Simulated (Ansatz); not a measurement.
# Sr2CaTi3O9 (perovskite [001] superlattice) (P4mm): band gap by G0W0 on LDA

How far does one-shot GW move the LDA gap of Sr2CaTi3O9 (perovskite [001] superlattice) (P4mm)?

Program: Ansatz 0.2.0. Level of theory: LDA, then G0W0 on it, plane waves, PAW. Results are calculated unless marked as measured.

The structure was built from a prototype and need not be the compound's stable phase.

## Step 1: Set-up

The structure is tetragonal, space group P4mm (No. 99). Conventional cell: a = 3.833 Å, b = 3.833 Å, c = 11.572 Å, α = 90.00°, β = 90.00°, γ = 90.00°. Nearest to Sr lie 12 O at 2.65 to 2.83 Å. Nearest to O lie 2 Ti at 1.86 to 2.03 Å and 4 Sr at 2.71 Å. Ti has 6 O at 1.85 to 2.03 Å nearest. Nearest to O lie 2 Ti at 1.92 Å and 4 Sr at 2.65 to 2.81 Å. Sr has 12 O at 2.66 to 2.81 Å nearest. Nearest to O lie 2 Ti at 1.85 to 2.03 Å and 4 Sr at 2.71 Å. It derives from SrTiO3. Farther neighbours and most contacts between anions are not listed.

Coordinates:

```cif
data_structure
_symmetry_space_group_name_H-M 'P 1'
_symmetry_Int_Tables_number 1
_cell_length_a 3.8333
_cell_length_b 3.8333
_cell_length_c 11.5725
_cell_angle_alpha 90.000
_cell_angle_beta 90.000
_cell_angle_gamma 90.000
_cell_volume 170.05
loop_
_atom_site_label
_atom_site_type_symbol
_atom_site_fract_x
_atom_site_fract_y
_atom_site_fract_z
_atom_site_occupancy
Sr1 Sr 0.00000 0.00000 0.08887 1
O2 O 0.50000 0.50000 0.08054 1
Ti3 Ti 0.50000 0.50000 0.25617 1
O4 O 0.50000 0.00000 0.24710 1
O5 O 0.00000 0.50000 0.24710 1
Sr6 Sr 0.00000 0.00000 0.42502 1
O7 O 0.50000 0.50000 0.41638 1
Ti8 Ti 0.50000 0.50000 0.59170 1
O9 O 0.50000 0.00000 0.58392 1
O10 O 0.00000 0.50000 0.58392 1
Ca11 Ca 0.00000 0.00000 0.76072 1
O12 O 0.50000 0.50000 0.74997 1
Ti13 Ti 0.50000 0.50000 0.91957 1
O14 O 0.50000 0.00000 0.90914 1
O15 O 0.00000 0.50000 0.90914 1
```

The structure was relaxed with LDA. The runs that relaxed it are not among those shown.

The logs state that the PAW files were generated under PBE.

## Step 2: Bands along the symmetry lines

Levels along a band path and on the mesh show where this functional puts the band edges.

This step: DFT, LDA, plane waves, PAW; PAW set soft_1.

input.yaml

```yaml
crystal:
  lattice:
    - [3.8332940289, 0.0, 0.0]
    - [0.0, 3.8332940289, 0.0]
    - [0.0, 0.0, 11.5724503175]
  atoms:
    - { symbol: Sr, position: [0.0, 0.0, 0.0888685092] }
    - { symbol: O, position: [0.5, 0.5, 0.0805421152] }
    - { symbol: Ti, position: [0.5, 0.5, 0.2561651559] }
    - { symbol: O, position: [0.5, 0.0, 0.2470993584] }
    - { symbol: O, position: [0.0, 0.5, 0.2470993584] }
    - { symbol: Sr, position: [0.0, 0.0, 0.4250208297] }
    - { symbol: O, position: [0.5, 0.5, 0.4163779302] }
    - { symbol: Ti, position: [0.5, 0.5, 0.5916964269] }
    - { symbol: O, position: [0.5, 0.0, 0.5839199035] }
    - { symbol: O, position: [0.0, 0.5, 0.5839199035] }
    - { symbol: Ca, position: [0.0, 0.0, 0.7607153989] }
    - { symbol: O, position: [0.5, 0.5, 0.7499687] }
    - { symbol: Ti, position: [0.5, 0.5, 0.9195730861] }
    - { symbol: O, position: [0.5, 0.0, 0.9091378926] }
    - { symbol: O, position: [0.0, 0.5, 0.9091378926] }
kpoints:
  mp_grid: { grid: [6, 6, 2] }
  band_path:
    path:
      - [[0.0, 0.0, 0.0], [0.0, 0.5, 0.0], [0.5, 0.5, 0.0], [0.0, 0.0, 0.0], [0.0, 0.0, 0.5], [0.0, 0.5, 0.5], [0.5, 0.5, 0.5], [0.0, 0.0, 0.5]]
      - [[0.0, 0.5, 0.0], [0.0, 0.5, 0.5]]
      - [[0.5, 0.5, 0.0], [0.5, 0.5, 0.5]]
    npoints: 10
hamiltonian:
  xc: lda
  pseudopotentials: { kind: paw, azcp: { folder: soft_1 }, xc_functional: pbe }
scf:
  occupations: { method: fermi_dirac, width: 0.02 }
  n_extra_bands: 9
output:
  eigenvalues: true
  write_density: true
  write_potential: true
  elf: true
  volumetric_format: npy
```

Started as:

```sh
$ ansatz run input.yaml --threads 4 --pin off --max-ram 17510MiB --backend cpu --events-out ev --progress --plain --runs-dir out
```

Numbers of over 12 decimals in the logs are rounded to 6 here.

What it wrote:

```text
scf.n_extra_bands = 9 over 60 filled bands (N_el = 120.0): the run solves 69 bands
Engine: ansatz 0.2.0, aarch64-unknown-linux-gnu
Pseudopotentials: kind: paw
Pseudopotential: Sr, paw, valence charge 10, recommended cutoff 420 eV (normal), soft_1/Sr.paw.azcp
Pseudopotential: O, paw, valence charge 6, recommended cutoff 420 eV (normal), soft_1/O.paw.azcp
Pseudopotential: Ti, paw, valence charge 12, recommended cutoff 420 eV (normal), soft_1/Ti.paw.azcp
Pseudopotential: Ca, paw, valence charge 10, recommended cutoff 420 eV (normal), soft_1/Ca.paw.azcp
Functional definition: SPW92
  exchange = slater_x
  correlation = pw_c
Crystal: 15 atoms, lattice volume = 170.047 Å³
Basis set: ecut = 420 eV, 3351 PW (Γ)
Bands: 69, of which v1, the nominal top of the filled ones, is band 60 counted from 1 (59 counted from 0)
Symmetry: 8 space group operations
Space group: P4mm (ITA 99), of the structure as read, at distance tolerance 5.5e-5 Å
k-points: 20 of 72
Non-local potential: Sr, projectors of the file, l = 0: 3, l = 1: 2, l = 2: 2
Non-local potential: O, projectors of the file, l = 0: 2, l = 1: 2, l = 2: 1
Non-local potential: Ti, projectors of the file, l = 0: 3, l = 1: 2, l = 2: 3, l = 3: 1
Non-local potential: Ca, projectors of the file, l = 0: 3, l = 1: 2, l = 2: 2
PAW form: soft (Blöchl's): semilocal exchange-correlation on the pseudo side does not see the compensation charge
PAW frozen core: Sr, regenerated for the run's functional, and the local potential with it (the file was generated under x = pbe(κ = 0.804, μ = 0.219515), c = pbe(β = 0.066725))
PAW frozen core: O, regenerated for the run's functional, and the local potential with it (the file was generated under x = pbe(κ = 0.804, μ = 0.219515), c = pbe(β = 0.066725))
PAW frozen core: Ti, regenerated for the run's functional, and the local potential with it (the file was generated under x = pbe(κ = 0.804, μ = 0.219515), c = pbe(β = 0.066725))
PAW frozen core: Ca, regenerated for the run's functional, and the local potential with it (the file was generated under x = pbe(κ = 0.804, μ = 0.219515), c = pbe(β = 0.066725))
PAW one-centre angular grid: Sr, 110 points (default); XC on 64 Gauss nodes
PAW one-centre angular grid: O, 110 points (default); XC on 64 Gauss nodes
PAW one-centre angular grid: Ti, 590 points (default); XC on 64 Gauss nodes
PAW one-centre angular grid: Ca, 110 points (default); XC on 64 Gauss nodes
Initial density: superposition of atomic densities (chi_scale 0.1, normalization cell, long waves kept (reshape's long-wave potential 0.26 eV rms))
Initial wavefunctions: pseudopotential atomic-orbital guess
Functional: x = slater, c = lda
SCF iter   1: F=—  HF=-21037.325109 eV  |F-HF|=—  |Δ(HF+E_count)|=         —  Δρ=5.33e-2  dr2=4.63e0  ethr=3.10e-3  ⟨swp⟩=12.1  Hψ=6972  notcnv=0
preconditioner: auto → Resta (q_TF=auto, 2.574 Å⁻¹)  ε∞=5.8  [insulator: Δε(μ)=1.334 eV  Ē_g=12.332 eV  σ=0.020 eV  W_gap=1.00  n_scr=56 (ndim 8)  ℏωp=27.0 eV  f_vac=0.000  D(μ)=0.00/eV (n_scr^D=0)  ε∞_Penn≈5.8]
SCF iter   2: F=—  HF=-21036.543830 eV  |F-HF|=—  |Δ(HF+E_count)|=   7.81e-1  Δρ=2.76e-2  dr2=1.49e0  ethr=3.10e-3  ⟨swp⟩=3.0  Hψ=2899  notcnv=0  defer=62
SCF iter   3: F=—  HF=-21036.246122 eV  |F-HF|=—  |Δ(HF+E_count)|=   2.98e-1  Δρ=9.24e-3  dr2=1.09e-1  ethr=1.24e-3  ⟨swp⟩=4.0  Hψ=2885  notcnv=0  defer=58
SCF iter   4: F=—  HF=-21036.228320 eV  |F-HF|=—  |Δ(HF+E_count)|=   1.78e-2  Δρ=2.62e-3  dr2=7.87e-3  ethr=9.05e-5  ⟨swp⟩=3.9  Hψ=2541  notcnv=0  defer=47
SCF iter   5: F=—  HF=-21036.228374 eV  |F-HF|=—  |Δ(HF+E_count)|=   5.48e-5  Δρ=4.15e-4  dr2=2.74e-4  ethr=6.56e-6  ⟨swp⟩=3.0  Hψ=2622  notcnv=0  defer=47
SCF iter   6: F=—  HF=-21036.228408 eV  |F-HF|=—  |Δ(HF+E_count)|=   3.40e-5  Δρ=1.43e-4  dr2=2.96e-5  ethr=2.28e-7  ⟨swp⟩=2.0  Hψ=2233  notcnv=0  defer=47
SCF iter   7: F=—  HF=-21036.228416 eV  |F-HF|=—  |Δ(HF+E_count)|=   7.97e-6  Δρ=7.81e-5  dr2=7.88e-6  ethr=2.47e-8  ⟨swp⟩=2.0  Hψ=2194  notcnv=0  defer=47
SCF iter   8: F=—  HF=-21036.228415 eV  |F-HF|=—  |Δ(HF+E_count)|=   1.42e-6  Δρ=1.22e-5  dr2=2.79e-7  ethr=6.56e-9  ⟨swp⟩=2.0  Hψ=2124  notcnv=0  defer=47
SCF iter   9: F=-21036.228415 eV  HF=-21036.228415 eV  |F-HF|=1.72e-8  |Δ(HF+E_count)|=   2.91e-8  Δρ=3.43e-6  dr2=2.47e-8  ethr=8.33e-11  ⟨swp⟩=11.7  Hψ=5142  notcnv=0
SCF 1 converged in 9 iterations: F = -21036.228415 eV  dr2 = 2.47e-8
  greatest PAW one-centre occupation: 0.998 electrons in one spin orbital (limit 2), on the Ti atom at site 7 (counted from 0), in its partial waves of l = 0
NSCF: frozen V_eff on 93 k-points
SCF converged after 9 iterations
Free energy (F): -21036.228415 eV
Harris-Foulkes:  -21036.228415 eV  (|F-HF|=1.72e-8)
Internal energy: -21036.228415 eV  (E = F + TS)
E sigma→0 (E₀):  -21036.228415 eV
Fermi energy:    10.874044 eV
--- Per-component energies (eV) ---
  E_band       = -655.817876
  E_kinetic    = 3082.921776
  E_local      = -7317.847120  (includes V_loc(G=0)·N_el)
  E_nonlocal   = 1242.178240
  E_hartree    = 2574.895197
  E_xc         = -1464.590889
  E_vxc        = -1734.914356  (∫ρ·V_xc dr)
  E_paw        = -10349.681472  (= ΣΔE_a)
  E_vpaw       = -1077.948384  (= ΣTr[D̂ρ^β])
  E_aug_tail   = 0.006892  (compensation charges beyond the density's cutoff)
  E_ewald      = -8806.832619
  E_core_change = 2.721581  (= ΣΔE_core)
  E_smearing   = -0.000000  (= −TS)
  E_closure    = -0.000000  (closes the sum)
  Σ components = -21036.228415   (vs F -21036.228415, Δ=0.00e0)
--- Band table (eV; the first three rows and the last of 20) ---
  k-point 0: bands = [... 56 lower, 9.2827, 9.4539, 9.4539, 9.4569, 11.7798, 11.9040, 12.0101, 12.0101, ... 5 higher]
  k-point 1: bands = [... 56 lower, 9.3241, 9.3241, 9.4133, 9.4133, 11.7996, 11.8670, 12.0278, 12.5524, ... 5 higher]
  k-point 2: bands = [... 56 lower, 8.8786, 8.9593, 9.2516, 9.3590, 12.0460, 12.4047, 12.4785, 12.4865, ... 5 higher]
  k-point 19: bands = [... 56 lower, 9.8436, 9.8621, 9.8621, 9.9617, 14.0443, 14.0443, 14.1166, 14.1166, ... 5 higher]
```

The job ended after 31 s (4 threads of Arm Neoverse V1, shared host; peak memory 0.99 GiB; 2 min of CPU time).

This step gave:

```yaml
filled_bands: 60
gap: 1.818 eV
valence_top_at: A
conduction_bottom_at: Γ
least_direct_gap: 2.323 eV
```

Over mesh and path the gap is 1.818 eV, from k = (0.500, 0.500, 0.500) to k = Γ. The least direct gap found is 2.323 eV, at k = Γ.

The electronic bands at the labelled points (eV, zero at the top of the highest nominally filled band):

| point | band 57 | band 58 | band 59 | band 60 | band 61 | band 62 | band 63 | band 64 |
| --- | --- | --- | --- | --- | --- | --- | --- | --- |
| Γ | -0.68 | -0.51 | -0.51 | -0.50 | 1.82 | 1.94 | 2.05 | 2.05 |
| halfway | -0.85 | -0.82 | -0.79 | -0.70 | 2.13 | 2.96 | 3.01 | 3.03 |
| X | -0.95 | -0.84 | -0.51 | -0.39 | 2.22 | 3.54 | 3.66 | 3.89 |
| halfway | -0.80 | -0.72 | -0.45 | -0.35 | 3.08 | 3.87 | 3.96 | 3.97 |
| M | -0.41 | -0.22 | -0.11 | 0.00 | 3.99 | 3.99 | 4.40 | 4.40 |
| halfway | -0.97 | -0.85 | -0.71 | -0.66 | 2.94 | 3.14 | 3.38 | 3.52 |
| Γ | -0.68 | -0.51 | -0.51 | -0.50 | 1.82 | 1.94 | 2.05 | 2.05 |
| halfway | -0.66 | -0.66 | -0.53 | -0.53 | 1.83 | 1.92 | 2.06 | 2.21 |
| Z | -0.64 | -0.64 | -0.55 | -0.55 | 1.84 | 1.91 | 2.07 | 2.59 |
| halfway | -1.05 | -1.02 | -0.99 | -0.78 | 2.63 | 2.65 | 2.98 | 3.04 |
| R | -1.26 | -1.24 | -1.18 | -0.18 | 2.71 | 2.73 | 3.89 | 3.94 |
| halfway | -0.80 | -0.77 | -0.66 | -0.14 | 3.31 | 3.36 | 4.01 | 4.06 |
| A | -0.12 | -0.10 | -0.10 | 0.00 | 4.08 | 4.08 | 4.15 | 4.15 |
| halfway | -0.95 | -0.89 | -0.79 | -0.66 | 3.17 | 3.21 | 3.26 | 3.34 |
| Z | -0.64 | -0.64 | -0.55 | -0.55 | 1.84 | 1.91 | 2.07 | 2.59 |
| jump to X | -0.95 | -0.84 | -0.51 | -0.39 | 2.22 | 3.54 | 3.66 | 3.89 |
| halfway | -1.03 | -1.01 | -0.80 | -0.24 | 2.36 | 3.17 | 3.89 | 3.91 |
| R | -1.26 | -1.24 | -1.18 | -0.18 | 2.71 | 2.73 | 3.89 | 3.94 |
| jump to M | -0.41 | -0.22 | -0.11 | 0.00 | 3.99 | 3.99 | 4.40 | 4.40 |
| halfway | -0.19 | -0.19 | -0.12 | 0.00 | 4.02 | 4.02 | 4.27 | 4.27 |
| A | -0.12 | -0.10 | -0.10 | 0.00 | 4.08 | 4.08 | 4.15 | 4.15 |

ELF in the ca plane at fractional y = 0.000, with atoms of Sr and O and Ca within 0.2 Å of it. It is the smooth field of the valence electrons, not physical close to the nuclei.

Ten even steps from '0' (0.02) to '9' (0.85), each cell a mean:
```
896489300017964894000039999810001
389995112103899961122015998301210
026631378730266412687510231147873
200003898983000028999840000489997
400016974895000059747961001696489
300005986884000048868951001698798
102211699961022115899720000279985
169972145411699831355202675114541
698898200005998982000028999600000
893179400017931694000049999820001
```
Columns run along c (11.6 Å), rows up along a (3.8 Å). Atoms in or near the plane, at fractional coordinates: Sr at (0.09, 0.00), O at (0.25, 0.50), Sr at (0.43, 0.00), O at (0.58, 0.50), Ca at (0.76, 0.00), O at (0.91, 0.50).

Valence density in the ca plane at fractional y = 0.000, with atoms of Sr and O and Ca within 0.2 Å of it. It is the smooth field of the valence electrons, not physical close to the nuclei.

Values in e/Å³, 6 rows by 16 columns, each cell a mean:
```
1.1 2.3 1.3 0.1 0.1 0.5 2.1 2.0 0.3 0.1 0.1 1.9 3.8 0.7 0.1 0.1
0.2 0.6 0.3 0.5 0.6 0.2 0.5 0.4 0.3 0.7 0.3 0.2 0.4 0.3 0.7 0.4
0.1 0.1 0.2 3.2 4.2 0.4 0.1 0.1 1.3 5.3 1.2 0.1 0.1 0.7 5.1 2.0
0.1 0.1 0.2 2.2 2.8 0.3 0.1 0.1 1.0 3.6 0.8 0.1 0.1 0.5 3.4 1.4
0.4 1.1 0.5 0.3 0.3 0.2 0.9 0.8 0.2 0.3 0.2 0.5 1.0 0.3 0.3 0.2
1.3 2.2 1.6 0.1 0.1 0.6 2.2 2.2 0.4 0.1 0.1 2.5 5.0 1.0 0.1 0.1
```
Columns run along c (11.6 Å), rows up along a (3.8 Å). Atoms in or near the plane, at fractional coordinates: Sr at (0.09, 0.00), O at (0.25, 0.50), Sr at (0.43, 0.00), O at (0.58, 0.50), Ca at (0.76, 0.00), O at (0.91, 0.50).

(Continued in part 2 of 3.)

[Paths, hosts, dates, memory and timing lines, banners, echoed tables and standing remarks are left out of the program output.]

[Logs are printed without paths, hosts, clocks, repeated set-up lines and the standing remarks that a program may print on its own settings, such as how far it seeks lower states.]

[Runs of the session that timed out or met a known fault of the program may be left out.]

[Cells called generated may have been cut or substituted from an entry of the Crystallography Open Database or the Materials Project.]

[Hosts, paths, dates, database ids (printed as entryN), source tags and the programs' standing remarks are cut or masked in the printed files.]

[Where an RPA ε∞ is given, it is that of the G0W0 mesh and is not shown converged in it. Names of k-points follow the symmetry that the program found, which can be lower than the space group named. Band edges on a path are those of the sampled points; other points can move an edge, and change direct to indirect where valleys lie close.]

[Hybrid gaps are those of their k-mesh and are not shown converged in it.]
